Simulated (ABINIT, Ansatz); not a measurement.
# Quasiparticle gap of KRb2GaF6 (Fm-3m) in ABINIT

Aim: the G0W0 gap of KRb2GaF6 (Fm-3m) on PBEsol, step by step.

Calculated with ABINIT 10.8.3; PBEsol and many-body steps on it, plane waves.

This is a report of a sequence of runs, with most program output left out.

### Step 1. Set-up

Symmetry: Fm-3m, No. 225, cubic system. Conventional cell: a = 8.757 Å, b = 8.757 Å, c = 8.757 Å, α = 90.00°, β = 90.00°, γ = 90.00°. Nearest to K lie 6 F at 2.48 Å. Rb has 12 F at 3.11 Å nearest. Nearest to Ga lie 6 F at 1.90 Å. Nearest to F lie 1 Ga at 1.90 Å and 1 K at 2.48 Å and 4 Rb at 3.11 Å. Farther neighbours and most contacts between anions are not listed.

The cell and positions are those that the Materials Project relaxed with its own functionals (PBE, PBE+U or r2SCAN), kept fixed.

### Step 2. Ground state

This step: ABINIT 10.8.3; DFT, PBEsol, plane waves, norm-conserving pseudopotentials.

The ground-state density comes first.

Contents of run.abi:

```
acell 3*1.0 Angstrom
rprim 
  -0.000000000000 4.378547672900 4.378547672900
  4.378547672900 -0.000000000000 4.378547672900
  4.378547672900 4.378547672900 -0.000000000000
ntypat 4
znucl 19 37 31 9
natom 10
typat 1 2 2 3 4 4 4 4 4 4
xred 
  0.500000000000 0.500000000000 0.500000000000
  0.750000000000 0.750000000000 0.750000000000
  0.250000000000 0.250000000000 0.250000000000
  0.000000000000 0.000000000000 0.000000000000
  0.783440950000 0.216559050000 0.783440950000
  0.216559050000 0.216559050000 0.783440950000
  0.783440950000 0.783440950000 0.216559050000
  0.783440950000 0.216559050000 0.216559050000
  0.216559050000 0.783440950000 0.216559050000
  0.216559050000 0.783440950000 0.783440950000
pp_dirpath "pseudos"
pseudos "K.upf, Rb.upf, Ga.upf, F.upf"
ecut 45
ngkpt 4 4 4
nshiftk 1
shiftk 0 0 0
kptopt 1
chksymbreak 0
nband 54
occopt 1
tolvrs 1e-10
nstep 60
prtwf 0
optforces 0
optstress 0
indata_prefix "in"
outdata_prefix "out"
tmpdata_prefix "tmp"
```

On the command line:

```sh
$ OMP_NUM_THREADS=1 mpirun -n 8 abinit run.abi > log
```

Elapsed: 2.5 min, on 8 MPI ranks of Arm Neoverse N1, shared host; peak memory 1.3 GiB.

Numbers from this step:

```yaml
total_energy: -13059.1108 eV
gap: 6.190 eV
k_of_the_valence_top: 0, 0, 0
k_of_the_conduction_bottom: 0, 0, 0
least_direct_gap: 6.190 eV
```

The gap is direct, at Γ.

### Step 3. Empty states on the mesh, 2×2×2 mesh, 600 bands

The sums over transitions need many empty states on a uniform mesh; this step solves for them.

Edit run.abi of step 2 so:

```diff
@@ -23,3 +23,3 @@
 ecut 45
-ngkpt 4 4 4
+ngkpt 2 2 2
 nshiftk 1
@@ -28,9 +28,10 @@
 chksymbreak 0
-nband 54
-occopt 1
-tolvrs 1e-10
+iscf -2
+irdden 1
+istwfk *1
+nband 600
+nbdbuf 54
+tolwfr 1e-09
 nstep 60
-prtwf 0
-optforces 0
-optstress 0
+prtvol 0
 indata_prefix "in"
```

Run time: 37 min. Hardware: 8 MPI ranks; peak memory 1.4 GiB.

Numbers from this step:

```yaml
gap: 6.190 eV
k_of_the_valence_top: 0, 0, 0
k_of_the_conduction_bottom: 0, 0, 0
least_direct_gap: 6.190 eV
k_points_computed: 3
lowest_point_of_the_top_converged_band_above_the_valence_top: 115.4721 eV
```

On this mesh the gap is 6.190 eV.

### Step 4. Screening, 2×2×2 mesh, 546 bands, screening to 217.7 eV

The RPA dielectric matrix is built and inverted for each q.

This step: RPA screening on PBEsol, plane waves, norm-conserving pseudopotentials.

Edit run.abi of step 3 so:

```diff
@@ -28,10 +28,11 @@
 chksymbreak 0
-iscf -2
-irdden 1
 istwfk *1
-nband 600
-nbdbuf 54
-tolwfr 1e-09
-nstep 60
-prtvol 0
+occopt 1
+irdwfk 1
+optdriver 3
+nband 546
+ecuteps 8
+inclvkb 2
+awtr 1
+symchi 1
 indata_prefix "in"
```

Wall time 19 min (8 MPI ranks); peak memory 8.4 GiB.

Numbers from this step:

```
ε∞ with local fields, on this mesh, along the program's q direction : 2.066
the same without local fields                                       : 2.287
plasma frequency                                                    : 27.19 eV
plane waves in the screening matrix                                 : 1243
```

Local fields lower ε∞ by 10 %. On a Γ-centred mesh this coarse the value itself is usually too large, while a short band sum pulls it down.

### Step 5. Self-energy, 2×2×2 mesh, 546 bands, screening to 217.7 eV

The self-energy is evaluated for the states that the input lists, and the levels follow from it, in one-shot runs by the linearised quasiparticle equation.

This step: G0W0 on PBEsol, plane waves, norm-conserving pseudopotentials.

Edit run.abi of step 4 so:

```diff
@@ -31,8 +31,15 @@
 irdwfk 1
-optdriver 3
+optdriver 4
 nband 546
+gwcalctyp 0
+ecutsigx 45
+symsigma 1
+nkptgw 1
+kptgw 
+  0.0000000000 0.0000000000 0.0000000000
+bdgw 
+  43 48
 ecuteps 8
-inclvkb 2
-awtr 1
-symchi 1
+irdscr 1
+ppmodel 1
 indata_prefix "in"
```

Elapsed: 3.4 min, on 8 MPI ranks; peak memory 7.8 GiB; 27 min of CPU time.

Numbers from this step:

* G0W0 gap on the points computed: 9.77 eV
* starting gap on the mesh: 6.190 eV
* k of the valence top: 0, 0, 0
* k of the conduction bottom: 0, 0, 0
* Z at the valence top: 0.809
* Z at the conduction bottom: 0.89
* least direct G0W0 gap on the computed points: 9.77 eV

The gap on the mesh goes from 6.19 eV to 9.77 eV, a correction of +3.58 eV.

Limits: finite bands, cutoff and mesh; no spin-orbit coupling; coarse k mesh. v1 is the top filled band, c1 the lowest empty one. Levels before and after the correction, in eV, zero at the valence-band top of each column:

```
           conduction bottom  valence top
Kohn-Sham               6.19         0.00
     G0W0               9.77         0.00
```

```csv
,level,energy (eV)
Kohn-Sham,Γ v3-v1,0.000
Kohn-Sham,Γ c1,6.190
Kohn-Sham,Γ c2-c3,9.154
G0W0,Γ v3-v1,0.000
G0W0,Γ c1,9.770
G0W0,Γ c2-c3,12.811
```

### Step 6. Where the time went

Times are wall times on 8 MPI ranks of Arm Neoverse N1, shared host, good to a factor of about two.

```csv
step,time,share,memory (GiB)
ground state,2.5 min,4 %,1.3
empty states on the mesh,37 min,60 %,1.4
screening,19 min,30 %,8.4
self-energy,3.4 min,5 %,7.8
```

### Step 7. Summary of results

| Item | Value |
| --- | --- |
| PBEsol gap | 6.19 eV, direct |
| G0W0 gap on the mesh | 9.77 eV |
| GW settings | 2×2×2 mesh, 546 bands, screening to 217.7 eV, Godby-Needs plasmon pole |
| known limits | not at the basis limit; no spin-orbit coupling; coarse k mesh |

What this shows: G0W0 moves the gap on the mesh from 6.19 eV to 9.77 eV (+3.58 eV), with Z of 0.81 and 0.89 at the edges. Local fields lower the RPA ε∞ on this mesh from 2.29 to 2.07; a Γ-centred mesh this coarse tends to raise both, most where the direct gap is narrow, while a short band sum lowers them. Only 1 of the mesh's irreducible points was corrected, so a valley elsewhere could overtake. The dearest step here is «empty states on the mesh». Bands and cutoff are finite, so the gap is not at the basis limit. The miss can reach some tenths of an eV and take either sign; the mesh is an error of its own. In the G0W0 run levels were corrected at 1 k point alone, so a gap called «on the mesh» is the least over those, and an edge elsewhere would be missed. The 2×2×2 mesh is coarse for this cell, which bears on the long-range parts of exchange and screening. The many-body steps are scalar-relativistic: spin-orbit coupling is not in them.

[Paths, hosts, dates, memory and timing lines, banners, echoed tables and standing remarks are left out of the program output.]

[Logs are printed without paths, hosts, clocks, repeated set-up lines and the standing remarks that a program may print on its own settings, such as how far it seeks lower states.]

[Runs of the session that timed out or met a known fault of the program may be left out.]

[Hosts, paths, dates, database ids (printed as entryN), source tags and the programs' standing remarks are cut or masked in the printed files.]

[G0W0 gaps are taken among the corrected bands and points alone; a level outside them can change the order at an edge.]

[Where Ansatz stands beside ABINIT at settings called matched, ABINIT's density can come from a denser mesh and the files from another edition; pairs whose starting gaps differed by over 0.03 eV were left out, so agreement reads better than it is.]
